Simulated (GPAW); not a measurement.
Consider BaTiO3 (Pm-3m).

```xyz
5
Lattice="4.0060 0.0000 0.0000 0.0000 4.0060 0.0000 0.0000 0.0000 4.0060" Properties=species:S:1:pos:R:3 pbc="T T T"
Ba    2.0030    2.0030    2.0030
Ti    0.0000    0.0000    0.0000
O     0.0000    0.0000    2.0030
O     0.0000    2.0030    0.0000
O     2.0030    0.0000    0.0000
```

Absorber: atom 2, with 6 O at 2.00 Å (octahedral, site symmetry m-3m). Method: GPAW, LDA, full core hole (charged cell), 10-atom cell with 5.7 Å between holes, 5×5×5 k points, dipole transitions, Gaussian full width 0.94 eV up to 4 eV, rising linearly to 3.5 eV at 25 eV.

Q: What does the Ti K edge look like?

Main maxima up to 30 eV above the zero (height): 2.6 eV (0.15), 5.3 eV (0.63), 7.9 eV (0.22), 14.6 eV (2.73), 19.7 eV (2.43) and 26.5 eV (2.20). A K edge sees empty p states. The first eV above the zero hold little dipole weight, as the lowest empty bands are of d character; the main edge, of 4p character, rises through 0.6 near 12 eV above the zero. The total-energy difference plus the lowest empty eigenvalue puts the zero at 4970.80 eV. One term is added: -22.68 eV, since the hole is spin-paired here and a spin-polarised one costs that much less in the free atom (computed apart). The photon energy is then 4948.12 eV. The tabulated edge of the element is 4966 eV. The functional and the charged cell's background leave an error in such absolute values: in the free atom LDA prices this hole 13.2 eV below PBE (computed apart), and PBE is itself good to a few eV.

The Ti K spectrum (energy from the lowest empty level; intensity scaled to a mean of 1 over the first 20 eV):

```csv
E (eV),intensity
-2.0,0.00
-1.5,0.00
-1.0,0.00
-0.5,0.00
0.0,0.00
0.5,0.00
1.0,0.00
1.5,0.01
2.0,0.07
2.5,0.15
3.0,0.11
3.5,0.03
4.0,0.02
4.5,0.18
5.0,0.52
5.5,0.60
6.0,0.34
6.5,0.16
7.0,0.16
7.5,0.21
8.0,0.22
8.5,0.21
9.0,0.19
9.5,0.17
10.0,0.16
10.5,0.17
11.0,0.23
11.5,0.36
12.0,0.65
12.5,1.14
13.0,1.75
13.5,2.29
14.0,2.62
14.5,2.73
15.0,2.70
15.5,2.59
16.0,2.44
16.5,2.29
17.0,2.16
17.5,2.09
18.0,2.11
18.5,2.22
19.0,2.34
19.5,2.42
20.0,2.42
20.5,2.31
21.0,2.15
21.5,1.99
22.0,1.87
22.5,1.82
23.0,1.83
23.5,1.88
24.0,1.95
24.5,2.02
25.0,2.09
25.5,2.14
26.0,2.18
26.5,2.20
27.0,2.18
27.5,2.13
28.0,2.03
28.5,1.89
29.0,1.74
29.5,1.59
30.0,1.46
30.5,1.37
31.0,1.32
31.5,1.30
32.0,1.30
```

Quadrupole 1s→3d transitions, which feed the pre-edge, are not in the dipole spectrum. The holes are only 5.7 Å apart, so the shape is probably not converged with cell size; no larger cell was run here. The mesh is coarse (0.31 Å⁻¹ between points), so small maxima may be mesh ripples. Lifetime broadening is put in by hand, and intensities beyond about 20 eV depend on it and on the partial waves. The structure is a published determination, not relaxed.

[Banner, clock and machine lines of the logs are left out without a mark of their own.]

[Logs are printed without paths, hosts, clocks, repeated set-up lines and the standing remarks that a program may print on its own settings, such as how far it seeks lower states.]

[Hosts, paths, dates, database ids (printed as entryN), source tags and the programs' standing remarks are cut or masked in the printed files.]

[Lists of maxima count a maximum above −3 eV only where it reaches 4 % of the highest in the window and stands out from its surroundings by 2 % of it (1.5 % where it reaches 55 %); shoulders and weaker maxima are passed over, and of the rest the first, up to two pre-edge ones and the few strongest are named.]
